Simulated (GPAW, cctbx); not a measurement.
## (CdS)2(MgSe)2: deformation density and structure factors from DFT

Aim: compute the bonding part of the density of (CdS)2(MgSe)2, find which reflections carry it, and see how it biases an ordinary refinement.

The cell is a (CdS)2(MgSe)2 superlattice along [001] of the zinc-blende type, started at the mean lattice constant and relaxed freely, with no substrate. All numbers below are calculated.

### 1. Find the equilibrium geometry

The density hangs on the geometry, so cell and atoms are relaxed first, with the symmetry held. The cutoff is set higher than for the density because stress converges slowly with plane waves.

Settings: GPAW 26.7.0, PBE, 570 eV, 6×6×2 k-points (along the axes of the calculation cell), Fermi–Dirac width 0.05 eV, BFGS to 0.03 eV/Å.

```text
cell
1.0
     4.221427484    0.000000000    0.000000000
     0.000000000    4.221427484    0.000000000
     0.000000000    0.000000000   11.940000000
Cd S Mg Se
2 2 2 2
Direct
0.000000000 0.000000000 0.000000000
0.500000000 0.500000000 0.250000000
0.500000000 0.000000000 0.125000000
0.000000000 0.500000000 0.375000000
0.000000000 0.000000000 0.500000000
0.500000000 0.500000000 0.750000000
0.500000000 0.000000000 0.625000000
0.000000000 0.500000000 0.875000000
```

```console
$ OMP_NUM_THREADS=1 mpirun -n 4 gpaw python run.py > gpaw.log
```

```text
BFGS:    0      -27.955809        0.658520
BFGS:    1      -27.974239        0.569205
BFGS:    2      -28.022596        0.221753
BFGS:    3      -28.025373        0.215832
...
BFGS:    6      -28.052325        0.052682
BFGS:    7      -28.052571        0.053104
BFGS:    8      -28.052983        0.027816
cell  4.2098 4.2067 11.8903  90.00 90.00 90.00
volume 210.573 A^3, largest force 0.028 eV/A, largest stress 0.06 GPa
```

After 8 steps the volume has changed by -1.0 % and the energy by -0.097 eV; the largest stress left is 0.06 GPa. It took 6.9 min on 4 cores of Arm Neoverse V1 (shared host), peak memory 1.5 GiB.

Relaxed structure: Pmm2 (no. 25), a = 4.2067 Å, b = 4.2098 Å, c = 11.8903 Å, α = 90.00°, β = 90.00°, γ = 90.00°.

| atom | mult. | x | y | z |
| --- | --- | --- | --- | --- |
| Cd1 | 1 | 0 | 0 | 0.9923 |
| Cd2 | 1 | 1/2 | 1/2 | 0.7447 |
| Se1 | 1 | 0 | 1/2 | 0.3820 |
| Se2 | 1 | 1/2 | 0 | 0.1285 |
| S1 | 1 | 0 | 1/2 | 0.8680 |
| S2 | 1 | 1/2 | 0 | 0.6203 |
| Mg1 | 1 | 0 | 0 | 0.5089 |
| Mg2 | 1 | 1/2 | 1/2 | 0.2552 |

### 2. Density and charge transfer

X-rays see the whole electron density, so the PAW density is rebuilt with its core regions. Subtracting spherical free atoms from the same code cancels the cores and leaves the deformation density Δρ, the part due to bonding.

Settings: PBE, 450 eV, 6×6×2 k-points (along the axes of the calculation cell), Fermi–Dirac width 0.05 eV; primitive cell of 8 atoms.

```console
$ OMP_NUM_THREADS=1 mpirun -n 4 gpaw python run.py > gpaw.log
```

```text
|iter:   1|       0s |  -29.647677 | -0.15 |       |
|iter:   2|       3s |  -29.270885 | -1.55 | -1.11 |
|iter:   3|       6s |  -28.000849 | -0.75 | -1.15 |
...
|iter:  10|      28s |  -27.928846c| -6.55 | -4.36c|
|iter:  11|      31s |  -27.928846c| -7.34 | -4.83c|
|iter:  12|      34s |  -27.928846c| -7.95c| -5.42c|
```

```text
grid (42, 42, 120)  electrons 220.000  moved by bonding 1.925 e
deformation density beyond 0.5 A of the nuclei: max 0.137, min -0.076 e/A^3
atom        x       y       z   Voronoi charge  moment
Cd1    0.0000  0.0000  0.9923      0.354       0.00
Cd2    0.5000  0.5000  0.7447      0.376       0.00
Se3    0.0000  0.5000  0.3820     -0.351       0.00
Se4    0.5000  0.0000  0.1285     -0.332       0.00
S 5    0.0000  0.5000  0.8680     -0.360       0.00
S 6    0.5000  0.0000  0.6204     -0.373       0.00
Mg7    0.0000  0.0000  0.5089      0.350       0.00
Mg8    0.5000  0.5000  0.2552      0.335       0.00
mean inner potential of superposed free atoms 11.971 V
total magnetic moment 0.000 muB
```

Deformation density in a plane through the shortest contact of the S atom at the origin, in 0.01 e/Å³ (clipped at ±99); x from -1.6 to 4.1 Å, y from 2.4 down to -2.4 Å:

```text
  0   .   .  -2  -5  -3  -2  -1  -1  -1  -1  -1  -1  -1  -1  -1
  0   .   .  -2  -4  -3  -2  -1  -1  -1  -1  -1  -1  -1  -1  -1
 -5  -2  -1  -1   0   0   0  -1  -1  -2  -2  -2  -1  -1  -1  -1
 -4  -2   3   8   7   4   2   0  -2  -3  -4  -4  -2  -2  -1  -1
 -1   2   8  13  11   5   4   3   0  -4  -6  -5  -4  -3  -2  -1
  0   2   6   6   .   0   8   9   3  -3   1   .  -2  -5  -4  -2
  0   1   0  -5   .   .  12  12   5  -1   .   .   1  -5  -4  -2
  0   1   1  -1   .  -3   7   9   3  -3   1   .  -1  -4  -2  -2
  0   1   3   3   1   0   3   3   0  -4  -4  -2   2   3   2   1
  0   0   2   2   2   1   1   0  -1  -3  -1   3   9  11   7   3
 -1   0   0   0   0   0   0  -1  -1  -1   1   6  11  12   5   5
 -1  -1  -1   0   0   0   0  -1  -1   0   1   3   2   .   .   6
 -1  -1  -1  -1   0   0   0   0   0   0   1   1  -3   .   .   6
```

Atoms in or within 0.15 Å of the plane: S (3.6, -2.2), S (0.0, 0.0), Mg (2.5, 0.0), Mg (-1.1, 2.2) Å. Dots mark points within about 0.45 Å of a nucleus; large values next to them are atomic features.

S gains most (-0.37 e) and Cd loses most (+0.36 e), in averages over each element's sites; S is the most electronegative element, but the order of the others doesn't follow electronegativity. Such charges fall far short of formal ones, since overlapping free atoms already put density on their neighbours. Along the shortest contact from the S atom at the map's origin, S–Mg at 2.49 Å, Δρ is +0.09 e/Å³ at the midpoint and highest, +0.14, 0.87 Å from S (points within 0.5 Å of a nucleus left out): the build-up leans to one atom, as in a polar bond or on the flank of an anion. At the midpoints of other shortest contacts it is +0.06 (Cd–S, 2.56 Å), +0.08 (Se–Mg, 2.59 Å) and +0.06 (Cd–Se, 2.65 Å) e/Å³. Point values carry grid noise of about 0.01 e/Å³. The run needed 12 iterations, 44 s.

### 3. Structure factors

The Fourier components of Δρ, added to those of the free atoms, give the static X-ray structure factors; the Mott–Bethe relation turns them into the Fourier components V of the potential that fast electrons feel.

```text
static structure factors of the conventional cell: F in electrons, V (Mott-Bethe) in volts
   h  k  l      d  |F| table  |F| free   |F| DFT   change   |V| free  |V| DFT  change %
   0  0  1 11.8903    34.351    34.356    34.308   -0.048     0.816    0.974     19.4
   0  0  2  5.9451     1.093     1.092     1.107    0.015     0.026    0.014    -48.2
   0  1  0  4.2098     0.000     0.000     0.000    0.000     0.000    0.000        -
   1  0  0  4.2067     0.000     0.000     0.006    0.006     0.000    0.002        -
   0  1  1  3.9684    68.126    68.116    68.028   -0.088     1.756    1.786      1.7
   1  0  1  3.9658    30.512    30.505    30.471   -0.034     0.792    0.806      1.8
   0  0  3  3.9634    60.179    60.164    60.109   -0.054     1.395    1.416      1.5
   0  1  2  3.4357   128.219   128.294   128.679    0.384     5.708    5.593     -2.0
   1  0  2  3.4340   137.889   137.961   138.374    0.414     5.941    5.823     -2.0
   1  1  0  2.9757    19.366    19.276    18.530   -0.746     0.140    0.283    103.0
   0  0  4  2.9726    23.399    23.323    22.736   -0.587     0.346    0.419     21.0
   1  1  1  2.8867    64.542    64.511    64.463   -0.049     1.607    1.615      0.5
   0  1  3  2.8857    44.570    44.544    44.635    0.091     1.404    1.387     -1.2
   1  0  3  2.8847    57.666    57.630    57.528   -0.102     1.329    1.350      1.6
```

The largest X-ray change is -0.75 e on 110, 3.9 % of |F|. For electrons V goes as (Z − F)/g², so a change of F counts against Z − F, which is small at low angle and wherever the atoms' terms cancel: |V| of 110 moves by +103.0 % (0.14 to 0.28 V) against -3.9 % in |F|. The tabulated Hartree–Fock atoms differ from the free DFT atoms by up to 0.09 e, so the choice of reference atom matters too.

### 4. Which functional?

The same geometry is run with other functionals, to see whether the bonding signal is larger than the spread between approximations. Free atoms are LDA for LDA and PBE otherwise; meta-GGAs and hybrids keep PBE cores. Any other changed setting is in the row's label.

```csv
run,ΔF 110 (e),ΔF 004 (e),ΔF 102 (e),q(S) (e),moved (e),time
PBE,-0.746,-0.587,+0.414,-0.366,1.925,44 s
LDA,-0.707,-0.557,+0.337,-0.340,1.786,40 s
r2SCAN,-0.783,-0.611,+0.428,-0.405,2.142,1.9 min
```

At the base's settings ΔF(110) spans -0.783 to -0.707 e, a spread of 10 % of the PBE value; over the three listed reflections the spread is at most 22 %, so sign and size hold across the functionals. Times are from shared hosts.

### 5. Refining ordinary atoms against data with bonding

Routine crystallography fits spherical atoms. To see the bias, intensities are simulated from tabulated atoms plus the DFT change ΔF, so that bonding alone can misfit (9728 reflections of the full sphere, merged to the counts below, to 0.45 Å, 1.5 % proportional noise plus counting noise, assumed isotropic U as listed, Δρ smeared by the mean U) and refined with cctbx over different ranges.

| range | data | R1 | GooF | U Cd1 (true 0.0066) | U Cd2 (true 0.0066) | U Se1 (true 0.0075) | U Se2 (true 0.0075) | largest shift (Å) | Δρ max, min (e/Å³) |
| --- | --- | --- | --- | --- | --- | --- | --- | --- | --- |
| all data | 2836 | 0.0084 | 0.94 | 0.0066 | 0.0066 | 0.0075 | 0.0075 | 0.0014 | 0.48, -0.48 |
| low resolution, d > 0.84 | 471 | 0.0063 | 0.96 | 0.0066 | 0.0067 | 0.0076 | 0.0077 | 0.0017 | 0.15, -0.22 |
| high order, d < 0.75 | 2161 | 0.0097 | 0.93 | 0.0066 | 0.0066 | 0.0075 | 0.0075 | 0.0015 | 0.39, -0.38 |
| occupancies free, d > 0.7 | 804 | 0.0066 | 0.96 | 0.0066 | 0.0067 | 0.0076 | 0.0075 | 0.0013 | 0.18, -0.21 |

With all data GooF is 0.94, so at this noise the bonding hardly shows; the top residual peak lies 0.46 Å from Se and 2.35 Å from Mg. No U is off by more than 3 s.u. at low resolution. With Cd1 held at 1 and the scale free, the other occupancies refine to Cd2 1.001(0.006), Se1 1.000(0.006), Se2 1.000(0.004) and S1 0.999(0.014), within three s.u. of full.

### 6. Answer

Bonding moves 1.93 e in the primitive cell of (CdS)2(MgSe)2 and changes the structure factors of the conventional cell in the table above by at most 0.75 e (110, 3.9 %). The shortest bond, S–Mg, has Δρ = +0.09 e/Å³ at its midpoint, on a slope that rises towards one atom. At the base's settings ΔF(110) spans -0.783 to -0.707 e, a spread of 10 % of the PBE value; over the three listed reflections the spread is at most 22 %, so sign and size hold across the functionals. With all data GooF is 0.94, so at this noise the bonding hardly shows. Limits: static density, frozen cores, no spin–orbit coupling.

[Outputs are excerpts: Python notices, other lines and further rows are left out; steps that failed or that the build refused (PBEsol, TPSS) are not shown.]

[Logs are printed without paths, hosts, clocks, repeated set-up lines and the standing remarks that a program may print on its own settings, such as how far it seeks lower states.]
